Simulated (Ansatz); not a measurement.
**CaSiS3 (model cell, started as cubic perovskite with Si in the octahedra): phonons and vibrational spectra**

Task: relax CaSiS3 (model cell, started as cubic perovskite with Si in the octahedra), then find its harmonic phonons.

Main program and level: Ansatz 0.2.0; DFT LDA, scalar-relativistic, plane waves, PAW; PAW set soft_1.

Report form: the programs' logs are mostly left out.

The structure was built from a prototype and need not be the compound's stable phase.

### 1. Starting point

It takes space group Pm-3m (No. 221, cubic). The conventional cell has a = 4.390 Å, b = 4.390 Å, c = 4.390 Å, α = 90.00°, β = 90.00°, γ = 90.00°. Nearest to Ca lie 12 S at 3.10 Å. Nearest to Si lie 6 S at 2.20 Å. S has 2 Si at 2.20 Å and 4 Ca at 3.10 Å nearest. Farther neighbours and most contacts between anions are not listed.

### 2. Rough relaxation

A rough relaxation comes first, because large forces or stress need no tight tolerances yet.

File input.yaml:

```yaml
crystal:
  lattice:
    - [4.3904, 0.0, 0.0]
    - [0.0, 4.3904, 0.0]
    - [0.0, 0.0, 4.3904]
  atoms:
    - { symbol: Ca, position: [0.0, 0.0, 0.0] }
    - { symbol: Si, position: [0.5, 0.5, 0.5] }
    - { symbol: S, position: [0.5, 0.5, 0.0] }
    - { symbol: S, position: [0.5, 0.0, 0.5] }
    - { symbol: S, position: [0.0, 0.5, 0.5] }
kpoints:
  mp_grid: { grid: [4, 4, 4] }
hamiltonian:
  xc: lda
  pseudopotentials: { kind: paw, azcp: { folder: soft_1 }, xc_functional: pbe }
scf:
  occupations: { method: gaussian, width: 0.1 }
output:
  forces: true
  stress: true
  eigenvalues: true
relax:
  adjacent_minimum: "off"
  f_tol: 0.05
  max_steps: 80
  cell: { stress_tol: 0.5 }
```

Started as:

```console
$ ansatz run input.yaml --threads 4 --pin off --max-ram 16384MiB --backend cpu --events-out ev --progress --plain --runs-dir out
```

The job ended after 1.8 s (4 threads of Arm Neoverse V1, shared host; peak memory 0.33 GiB; 6 s of CPU time).

Relaxation path:

| step | energy less that of the first step (eV) | largest force component (eV/Å) | pressure (GPa) | volume (Å³) |
| --- | --- | --- | --- | --- |
| 1 | 0.0000 | 0.0000 | 9.11 | 84.63 |
| 2 | -0.1911 | 0.0000 | 2.25 | 90.23 |
| 3 | -0.2064 | 0.0000 | 0.29 | 92.24 |
| 4* | -0.2083 | 0.0000 | 0.31 | 92.24 |

Relaxation steps marked * repeat the geometry before them on a plane-wave basis chosen anew for their cell, so energy and pressure can jump there.

Forces are held to the 48 operations that the run works with; a distortion that breaks them can't arise in this run.

| conventional cell, symmetrised | before | after | change |
| --- | --- | --- | --- |
| a (Å) | 4.390 | 4.518 | +2.9 % |
| b (Å) | 4.390 | 4.518 | +2.9 % |
| c (Å) | 4.390 | 4.518 | +2.9 % |
| volume (Å³/atom) | 16.93 | 18.45 | +9.0 % |

Final coordinates:

```xyz
5
Lattice="4.5183 0.0000 0.0000 0.0000 4.5183 0.0000 0.0000 0.0000 4.5183" Properties=species:S:1:pos:R:3 pbc="T T T"
Ca    0.0000    0.0000    0.0000
Si    2.2591    2.2591    2.2591
S     2.2591    2.2591    0.0000
S     2.2591    0.0000    2.2591
S     0.0000    2.2591    2.2591
```

This step gave:

```
pressure          : 0.3068 GPa
volume per atom   : 18.45 Å³
gap on the k-mesh : 0 eV
```

In this step the volume went from 16.93 to 18.45 Å³/atom.

### 3. Bringing the structure to rest

The cell and atoms are relaxed, since residual forces and stress would shift the frequencies.

input.yaml, as its differences from that of step 2:

```diff
@@ -2,5 +2,5 @@
   lattice:
-    - [4.3904, 0.0, 0.0]
-    - [0.0, 4.3904, 0.0]
-    - [0.0, 0.0, 4.3904]
+    - [4.5182609479, 0.0, 0.0]
+    - [0.0, 4.5182609479, 0.0]
+    - [0.0, 0.0, 4.5182609479]
   atoms:
@@ -12,3 +12,3 @@
 kpoints:
-  mp_grid: { grid: [4, 4, 4] }
+  mp_grid: { grid: [8, 8, 8] }
 hamiltonian:
@@ -22,6 +22,10 @@
   eigenvalues: true
+  write_density: true
+  write_potential: true
+  elf: true
+  volumetric_format: npy
 relax:
   adjacent_minimum: "off"
-  f_tol: 0.05
+  f_tol: 0.005
   max_steps: 80
-  cell: { stress_tol: 0.5 }
+  cell: { stress_tol: 0.05 }
```

Elapsed: 3.9 s, on 4 threads; peak memory 0.4 GiB.

Little changed from the start: no atom moved by 0.005 Å and no cell edge by 0.1 %.

This step gave:

- pressure: 0.03974 GPa
- volume per atom: 18.47 Å³

Valence density in the ac plane at fractional y = 0.500, with atoms of Si and S within 0.2 Å of it. It is the smooth field of the valence electrons, not physical close to the nuclei.

Ten even steps from '_' (0.0 e/Å³) to '@' (1.1 e/Å³), each cell a mean:
```
______..++@@##**@@%%--..____
______..--##@@@@@@++::______
....__..::==**##++--..____..
==--::....::====--::....::--
%%##==::::::------::::--++%%
%%@@##==----::..::----++@@@@
--%%@@++==--......--==##@@**
**@@%%++==--....::--==**@@##
@@%%**--::::------::::==##@@
++==::....::====--::..::--++
::........--++++==::........
______..::**%%@@##==::______
______..==%%@@%%@@##--..____
______::++@@**--%%%%==..____
```
Columns run along a (4.5 Å), rows up along c (4.5 Å). Atoms in or near the plane, at fractional coordinates: Si at (0.50, 0.50), S at (0.50, 0.00), S at (0.00, 0.50).

Electrostatic potential energy in the ac plane at fractional y = 0.500, with atoms of Si and S within 0.2 Å of it. With pseudopotentials it is smooth inside the atoms' cores, unlike the true potential.

Ten even steps from '0' (-34 eV) to '9' (12 eV), each cell a mean:
```
99997200048999
99998511379999
99999866789999
88999877789998
35788633478874
00587212147730
20376146237610
00376124137610
13687411268852
77898766789987
99999877889999
99998633579999
99997300058999
99997102038999
```
Columns run along a (4.5 Å; values clipped at the 3rd and 97th percentile), rows up along c (4.5 Å). Atoms in or near the plane, at fractional coordinates: Si at (0.50, 0.50), S at (0.50, 0.00), S at (0.00, 0.50).

ELF in the ac plane at fractional y = 0.500, with atoms of Si and S within 0.2 Å of it. It is the smooth field of the valence electrons, not physical close to the nuclei.

Values, 14 rows by 14 columns, each cell a mean:
```
0.05 0.08 0.24 0.65 0.83 0.77 0.30 0.13 0.51 0.83 0.79 0.48 0.16 0.06
0.19 0.14 0.14 0.39 0.69 0.80 0.70 0.64 0.75 0.78 0.60 0.25 0.12 0.16
0.56 0.39 0.18 0.17 0.41 0.68 0.80 0.82 0.77 0.58 0.30 0.14 0.25 0.48
0.83 0.74 0.48 0.23 0.26 0.51 0.73 0.77 0.66 0.40 0.22 0.30 0.60 0.79
0.83 0.82 0.72 0.48 0.39 0.48 0.60 0.64 0.55 0.43 0.40 0.58 0.78 0.83
0.39 0.61 0.80 0.72 0.63 0.48 0.37 0.38 0.39 0.55 0.66 0.77 0.75 0.51
0.02 0.31 0.77 0.80 0.75 0.52 0.40 0.48 0.38 0.64 0.77 0.82 0.64 0.13
0.15 0.45 0.79 0.77 0.70 0.50 0.36 0.40 0.37 0.60 0.73 0.80 0.70 0.30
0.74 0.79 0.77 0.59 0.49 0.48 0.50 0.52 0.48 0.48 0.51 0.68 0.80 0.77
0.86 0.79 0.59 0.31 0.29 0.49 0.70 0.75 0.63 0.39 0.26 0.41 0.69 0.83
0.72 0.57 0.29 0.16 0.31 0.59 0.77 0.80 0.72 0.48 0.23 0.17 0.39 0.65
0.31 0.20 0.12 0.29 0.59 0.77 0.79 0.77 0.80 0.72 0.48 0.18 0.14 0.24
0.08 0.09 0.20 0.57 0.79 0.79 0.45 0.31 0.61 0.82 0.74 0.39 0.14 0.08
0.04 0.08 0.31 0.72 0.86 0.74 0.15 0.02 0.39 0.83 0.83 0.56 0.19 0.05
```
Columns run along a (4.5 Å), rows up along c (4.5 Å). Atoms in or near the plane, at fractional coordinates: Si at (0.50, 0.50), S at (0.50, 0.00), S at (0.00, 0.50).

In this step the volume went from 18.45 to 18.47 Å³/atom.

### 4. Relaxing to small forces for the phonons

Phonons need a cell at rest on their own settings, so the relaxation is repeated with tight tolerances on forces and stress on the k mesh and occupations of the first response run.

input.yaml, the sections that differ from step 3:

```yaml
crystal:
  lattice:
    - [4.5200326971, 0.0, 0.0]
    - [0.0, 4.5200326971, 0.0]
    - [0.0, 0.0, 4.5200326971]
  atoms:
    - { symbol: Ca, position: [0.0, 0.0, 0.0] }
    - { symbol: Si, position: [0.5, 0.5, 0.5] }
    - { symbol: S, position: [0.5, 0.5, 0.0] }
    - { symbol: S, position: [0.5, 0.0, 0.5] }
    - { symbol: S, position: [0.0, 0.5, 0.5] }
scf:
  occupations: { method: methfessel_paxton, width: 0.2 }
relax:
  adjacent_minimum: "off"
  f_tol: 0.001
  max_steps: 60
  cell: { stress_tol: 0.01 }
# kpoints, hamiltonian, output: as in step 3
```

Wall time 4.9 s (4 threads); peak memory 0.4 GiB; 18 s of CPU time.

Little changed from the start: no atom moved by 0.005 Å and no cell edge by 0.1 %.

This step gave:

| Quantity | Value |
| --- | --- |
| pressure | 7.03e-5 GPa |
| volume per atom | 18.48 Å³ |

Electrostatic potential energy in the ac plane at fractional y = 0.500, with atoms of Si and S within 0.2 Å of it. With pseudopotentials it is smooth inside the atoms' cores, unlike the true potential.

Ten even steps from '0' (-34 eV) to '9' (12 eV), each cell a mean:
```
99997200048999
99998511379999
99999866789999
88999877789998
35788633478874
00587212147730
20376146237610
00376124137610
13687411268852
77898766789987
99999877889999
99998633579999
99997300058999
99997102038999
```
Columns run along a (4.5 Å; values clipped at the 3rd and 97th percentile), rows up along c (4.5 Å). Atoms in or near the plane, at fractional coordinates: Si at (0.50, 0.50), S at (0.50, 0.00), S at (0.00, 0.50).

Valence density in the ac plane at fractional y = 0.500, with atoms of Si and S within 0.2 Å of it. It is the smooth field of the valence electrons, not physical close to the nuclei.

Ten even steps from '_' (0.0 e/Å³) to '@' (1.1 e/Å³), each cell a mean:
```
______..++@@##**@@%%--..____
______..--##@@@@@@++::______
....__..::==**##++--..____..
==--::....::====--::....::--
%%##==::::::------::::--++%%
%%@@##==----::..::----++@@@@
--%%@@++==--......--==##@@**
**@@%%++==--....::--==**@@##
@@%%**--::::------::::==##@@
++==::....::====--::..::--++
::........--++++==::........
______..::**%%@@##==::______
______..==%%@@%%@@##--..____
______::++@@**--%%%%==..____
```
Columns run along a (4.5 Å), rows up along c (4.5 Å). Atoms in or near the plane, at fractional coordinates: Si at (0.50, 0.50), S at (0.50, 0.00), S at (0.00, 0.50).

ELF in the ac plane at fractional y = 0.500, with atoms of Si and S within 0.2 Å of it. It is the smooth field of the valence electrons, not physical close to the nuclei.

Ten even steps from '_' (0.02) to '@' (0.86), each cell a mean:
```
____::##@@%%--..++@@@@++..__
::....==##@@%%##%%@@**::....
**==....==##@@@@%%**--..::++
@@%%++::::++%%%%##==::--**@@
@@@@%%++==++**##**====**@@@@
==##@@%%##++======**##%%%%++
__--%%@@%%++==++==##%%@@##..
..++@@%%%%++======**%%@@%%--
%%@@@@**++++++++++++++##@@%%
@@@@**----++%%%%##==::==##@@
%%**--..--**%%@@%%++::..==##
--::..--**@@@@%%@@%%++....::
____::**@@@@++--##@@%%==..__
____--%%@@%%..__==@@@@**::__
```
Columns run along a (4.5 Å), rows up along c (4.5 Å). Atoms in or near the plane, at fractional coordinates: Si at (0.50, 0.50), S at (0.50, 0.00), S at (0.00, 0.50).

The forces vanish by symmetry and the pressure is 0.000 GPa, within the tolerances set. The cell now holds 18.48 Å³/atom.

### 5. Modes at Γ

The zone centre comes first: it holds the modes that light can see, as far as symmetry allows. No field response is asked, since the mesh shows no gap.

input.yaml, the sections that differ from step 4:

```yaml
crystal:
  lattice:
    - [4.5206973037, 0.0, 0.0]
    - [0.0, 4.5206973037, 0.0]
    - [0.0, 0.0, 4.5206973037]
  atoms:
    - { symbol: Ca, position: [0.0, 0.0, 0.0] }
    - { symbol: Si, position: [0.5, 0.5, 0.5] }
    - { symbol: S, position: [0.5, 0.5, 0.0] }
    - { symbol: S, position: [0.5, 0.0, 0.5] }
    - { symbol: S, position: [0.0, 0.5, 0.5] }
output:
  eigenvalues: true
phonons:
  method: dfpt
# kpoints, hamiltonian, scf: as in step 4
# relax: removed
```

Run time: 27 s. Hardware: 4 threads; peak memory 0.94 GiB.

Numbers from this step:

* sum-rule residual before enforcement: 8.79e-5 eV/Å²
* point group: m-3m
* highest optical mode at the zone centre (no LO-TO term): 361.7 cm⁻¹
* lowest optical zone-centre mode: -131.2 cm⁻¹

Patterns of degenerate modes are one choice out of their space. Modes at Γ, with each element's share of the kinetic energy (negative means imaginary):

| mode | frequency (cm⁻¹) | symmetry | Ca % | Si % | S % |
| --- | --- | --- | --- | --- | --- |
| 1 | -131.2 | T1u | 13 | 35 | 52 |
| 2 | -131.2 | T1u | 13 | 35 | 52 |
| 3 | -131.2 | T1u | 13 | 35 | 52 |
| 4 | -77.3 | T2u | 0 | 0 | 100 |
| 5 | -77.3 | T2u | 0 | 0 | 100 |
| 6 | -77.3 | T2u | 0 | 0 | 100 |
| 7 | 0.0 | acoustic | 24 | 17 | 59 |
| 8 | 0.0 | acoustic | 24 | 17 | 59 |
| 9 | 0.0 | acoustic | 24 | 17 | 59 |
| 10 | 40.3 | T1u | 62 | 29 | 9 |
| 11 | 40.3 | T1u | 62 | 29 | 9 |
| 12 | 40.3 | T1u | 62 | 29 | 9 |
| 13 | 361.7 | T1u | 0 | 19 | 81 |
| 14 | 361.7 | T1u | 0 | 19 | 81 |
| 15 | 361.7 | T1u | 0 | 19 | 81 |

Displacements in mode 3 (-131.2 cm⁻¹), the largest set to 1:
```
Ca1  0.14 -0.26  0.52
Si2  0.27 -0.50  1.00
S3  -0.21  0.41  0.09
S4  -0.21 -0.05 -0.81
S5   0.02  0.41 -0.81
```

Displacements in mode 6 (-77.3 cm⁻¹), the largest set to 1:
```
Ca1  0.00  0.00  0.00
Si2  0.00  0.00  0.00
S3  -0.03 -0.06  0.00
S4   0.03  0.00 -1.00
S5   0.00  0.06  1.00
```

Before it was imposed, the acoustic sum rule was missed by 8.8e-5 eV/Å². Small misses are needed for a sound result but don't prove that mesh and cutoff are converged. The lowest optical mode is imaginary, 131.2i cm⁻¹, so the energy falls along it.

### 6. The dispersion

Stability and thermal properties need the whole zone. Linear response on a 4×4×4 q mesh gives force constants as far as a supercell of that size would.

input.yaml, as its differences from that of step 5:

```diff
@@ -22 +22,8 @@
   method: dfpt
+  qmesh: [4, 4, 4]
+  temperatures: { t_max: 1000, t_step: 50 }
+  qpath:
+    path:
+      - [[0.0, 0.0, 0.0], [0.0, 0.5, 0.0], [0.5, 0.5, 0.0], [0.0, 0.0, 0.0], [0.5, 0.5, 0.5], [0.0, 0.5, 0.0]]
+      - [[0.5, 0.5, 0.5], [0.5, 0.5, 0.0]]
+    npoints: 10
```

The job ended after 11 min (4 threads; peak memory 2.2 GiB; 42 min of CPU time).

This step gave:

```yaml
sum_rule_residual_before_enforcement: 7.96e-5 eV/Å²
lowest_frequency_on_the_path: -181.9 cm⁻¹
highest_frequency_on_the_path_or_at_a_solved_wavevector: 416.4 cm⁻¹
lowest_mode_on_the_q_mesh_acoustic_modes_at_gamma_apart: -181.9 cm⁻¹
```

Frequencies (cm⁻¹) solved at each irreducible wavevector; negative means imaginary. Frequencies by wavevector, by row:

| q in reciprocal lattice units | star | mode 1 | mode 2 | mode 3 | mode 4 | mode 13 | mode 14 | mode 15 |
| --- | --- | --- | --- | --- | --- | --- | --- | --- |
| 0 0 0 | 1 | -131.2 | -131.2 | -131.2 | -77.3 | 361.7 | 361.7 | 361.7 |
| 0 0 0.25 | 6 | -125.5 | -118.3 | -118.3 | -98.7 | 337.4 | 356.9 | 356.9 |
| 0 0 -0.5 | 3 | -124.8 | -103.9 | -95.7 | -95.7 | 326.6 | 354.2 | 354.2 |
| 0 0.25 0.25 | 12 | -160 | -125.7 | -106.4 | -96 | 317.2 | 352.1 | 368.8 |
| 0 0.25 -0.5 | 12 | -169.4 | -134.4 | -115.4 | -86.9 | 321.6 | 349.8 | 370.4 |
| 0 -0.5 -0.5 | 3 | -167 | -143 | -143 | -70.3 | 337.2 | 347.6 | 364.8 |
| 0.25 0.25 0.25 | 8 | -156.8 | -156.8 | -155.7 | -71 | 315.3 | 315.3 | 398.6 |
| 0.25 0.25 -0.5 | 12 | -172 | -169.6 | -154.3 | -67.5 | 309.8 | 335.1 | 403.2 |
| 0.25 -0.5 -0.5 | 6 | -173 | -173 | -172.9 | -57.8 | 349.8 | 349.8 | 407.4 |
| -0.5 -0.5 -0.5 | 1 | -181.9 | -181.9 | -181.9 | -52.5 | 363.7 | 363.7 | 413.3 |

Interpolated from a 4×4×4 q mesh. The phonon branches at the labelled points (cm⁻¹):

| point | branch 1 | branch 2 | branch 3 | branch 4 | branch 12 | branch 13 | branch 14 | branch 15 |
| --- | --- | --- | --- | --- | --- | --- | --- | --- |
| Γ | -131 | -131 | -131 | -77 | 40 | 362 | 362 | 362 |
| halfway | -126 | -118 | -118 | -99 | 188 | 337 | 357 | 357 |
| X | -125 | -104 | -96 | -96 | 307 | 327 | 354 | 354 |
| halfway | -169 | -134 | -115 | -87 | 295 | 322 | 350 | 370 |
| M | -167 | -143 | -143 | -70 | 337 | 337 | 348 | 365 |
| halfway | -160 | -126 | -106 | -96 | 213 | 317 | 352 | 369 |
| Γ | -131 | -131 | -131 | -77 | 40 | 362 | 362 | 362 |
| halfway | -157 | -157 | -156 | -71 | 236 | 315 | 315 | 399 |
| R | -182 | -182 | -182 | -52 | 364 | 364 | 364 | 413 |
| halfway | -172 | -170 | -154 | -68 | 285 | 310 | 335 | 403 |
| X | -125 | -104 | -96 | -96 | 307 | 327 | 354 | 354 |
| jump to R | -182 | -182 | -182 | -52 | 364 | 364 | 364 | 413 |
| halfway | -173 | -173 | -173 | -58 | 290 | 350 | 350 | 407 |
| M | -167 | -143 | -143 | -70 | 337 | 337 | 348 | 365 |

The phonon density of states has structure finer than the step of the table below, so its rows give means over 20 cm⁻¹, whole bins alone (the curve runs from -182 to 418 cm⁻¹). Peaks (cm⁻¹: height): -172.5: 0.0778, -77.5: 0.0995, 37.5: 0.0769, 277.5: 0.0437, 292.5: 0.03, 317.5: 0.0564.

Tetrahedra on a 16×16×16 mesh, mean over bins of 5 cm-1. Interpolated from a 4×4×4 q mesh. Phonon density of states against wavenumber; means over each step:

| wavenumber (cm⁻¹) | phonon density of states (1/cm⁻¹/cell) |
| --- | --- |
| -160 | 0.0441 |
| -140 | 0.0403 |
| -120 | 0.0297 |
| -100 | 0.0202 |
| -80 | 0.0595 |
| -60 | 0.0363 |
| -40 | 0.00531 |
| -20 | 0.00487 |
| 0 | 0.00455 |
| 20 | 0.0183 |
| 40 | 0.0465 |
| 60 | 0.0341 |
| 80 | 0.0343 |
| 100 | 0.0332 |
| 120 | 0.0330 |
| 140 | 0.0210 |
| 160 | 0.00941 |
| 180 | 0.00874 |
| 200 | 0.00865 |
| 220 | 0.00901 |
| 240 | 0.00974 |
| 260 | 0.0139 |
| 280 | 0.0278 |
| 300 | 0.0235 |
| 320 | 0.0450 |
| 340 | 0.0394 |
| 360 | 0.0244 |
| 380 | 0.0202 |
| 400 | 0.0133 |

The partial phonon density of states has structure finer than the step of the table below, so its rows give means over 20 cm⁻¹, whole bins alone (the curve runs from -192 to 439 cm⁻¹). Peaks (cm⁻¹: height): Ca -60.8: 0.0222, 38.3: 0.0525; S -171.8: 0.0605, -76.7: 0.0636, 105.8: 0.0211, 276.3: 0.0284, 347.7: 0.0244; Si -120.3: 0.00312, 117.7: 0.0106, 177.1: 0.00771, 212.8: 0.00884, 323.9: 0.0237.

Phonopy on the run's constants, 13x13x13 mesh, Gaussian sigma 4.5 cm-1. Interpolated from a 4×4×4 q mesh. Partial phonon density of states against wavenumber; means over each step; values in 1/cm⁻¹/cell:

| wavenumber (cm⁻¹) | Ca | S | Si |
| --- | --- | --- | --- |
| -180 | 1.1e-4 | 0.0274 | 8.7e-5 |
| -160 | 8.1e-4 | 0.0429 | 5.9e-4 |
| -140 | 0.00216 | 0.0353 | 0.00183 |
| -120 | 0.00181 | 0.0243 | 0.00290 |
| -100 | 0.00128 | 0.0184 | 0.00236 |
| -80 | 0.00946 | 0.0452 | 0.00251 |
| -60 | 0.0187 | 0.0185 | 7.1e-4 |
| -40 | 0.00435 | 0.00261 | 1.3e-4 |
| -20 | 0.00318 | 9.9e-4 | 6.6e-5 |
| 0 | 0.00224 | 3.4e-4 | 5.0e-5 |
| 20 | 0.0149 | 0.00316 | 4.1e-4 |
| 40 | 0.0402 | 0.00683 | 0.00113 |
| 60 | 0.0229 | 0.00876 | 0.00161 |
| 80 | 0.0154 | 0.0155 | 0.00376 |
| 100 | 0.00670 | 0.0192 | 0.00677 |
| 120 | 0.00321 | 0.0206 | 0.00920 |
| 140 | 0.00103 | 0.0131 | 0.00642 |
| 160 | 3.0e-4 | 0.00277 | 0.00702 |
| 180 | 1.2e-4 | 0.00208 | 0.00675 |
| 200 | 1.8e-4 | 0.00199 | 0.00545 |
| 220 | 1.9e-4 | 0.00221 | 0.00722 |
| 240 | 1.0e-4 | 0.00237 | 0.00657 |
| 260 | 2.0e-4 | 0.00641 | 0.00709 |
| 280 | 1.3e-4 | 0.0216 | 0.00768 |
| 300 | 9.2e-5 | 0.0143 | 0.0103 |
| 320 | 1.9e-4 | 0.0205 | 0.0221 |
| 340 | 1.3e-4 | 0.0215 | 0.0163 |
| 360 | 1.3e-5 | 0.0195 | 0.00716 |
| 380 | 0 | 0.0161 | 0.00322 |
| 400 | 0 | 0.0113 | 0.00196 |
| 420 | 0 | 0.00424 | 6.0e-4 |

Symmetry leaves 10 wavevectors to solve. The lowest mode among them, the acoustic zeros apart, lies at q = (-0.5, -0.5, -0.5) and is imaginary, 181.9i cm⁻¹, so the energy falls along it.

### 7. What came out

- space group after relaxation (within 0.01 Å): Pm-3m
- volume per atom: 18.5 Å³
- electronic character: no gap on this mesh
- highest optical mode at the zone centre (no LO-TO term): 362 cm⁻¹
- lowest optical zone-centre mode: -131 cm⁻¹
- lowest mode on the q mesh (acoustic modes at Γ apart): -182 cm⁻¹
- highest frequency on the path or at a solved wavevector: 416 cm⁻¹
- imaginary modes on the 4×4×4 q mesh: yes

In words: Modes are clearly imaginary (beyond 10i cm⁻¹) at 10 of the 10 irreducible wavevectors, most at q = (-0.5, -0.5, -0.5) (181.9i cm⁻¹), so this structure is not a minimum of the energy. The optical modes at Γ span -131 to 362 cm⁻¹ (negative means imaginary). The highest mode in this list at Γ, 361.7 cm⁻¹, is mostly motion of S (81 % of the kinetic energy). With no gap, or one that is small against the smearing, the frequencies hang on the k mesh and the smearing, most of all near Kohn anomalies. The PAW files were made for PBE and serve the other functionals too. A phonon run warned that its eigensolver left some bands unconverged in a pass. The starting cell was built on a prototype and not taken from a measurement, so the phase need not exist. These are harmonic frequencies at zero temperature: anharmonic shifts, linewidths and thermal expansion are left out.

[Logs are printed without paths, hosts, clocks, repeated set-up lines and the standing remarks that a program may print on its own settings, such as how far it seeks lower states.]

[Hosts, paths, dates, database ids (printed as entryN), source tags and the programs' standing remarks are cut or masked in the printed files.]
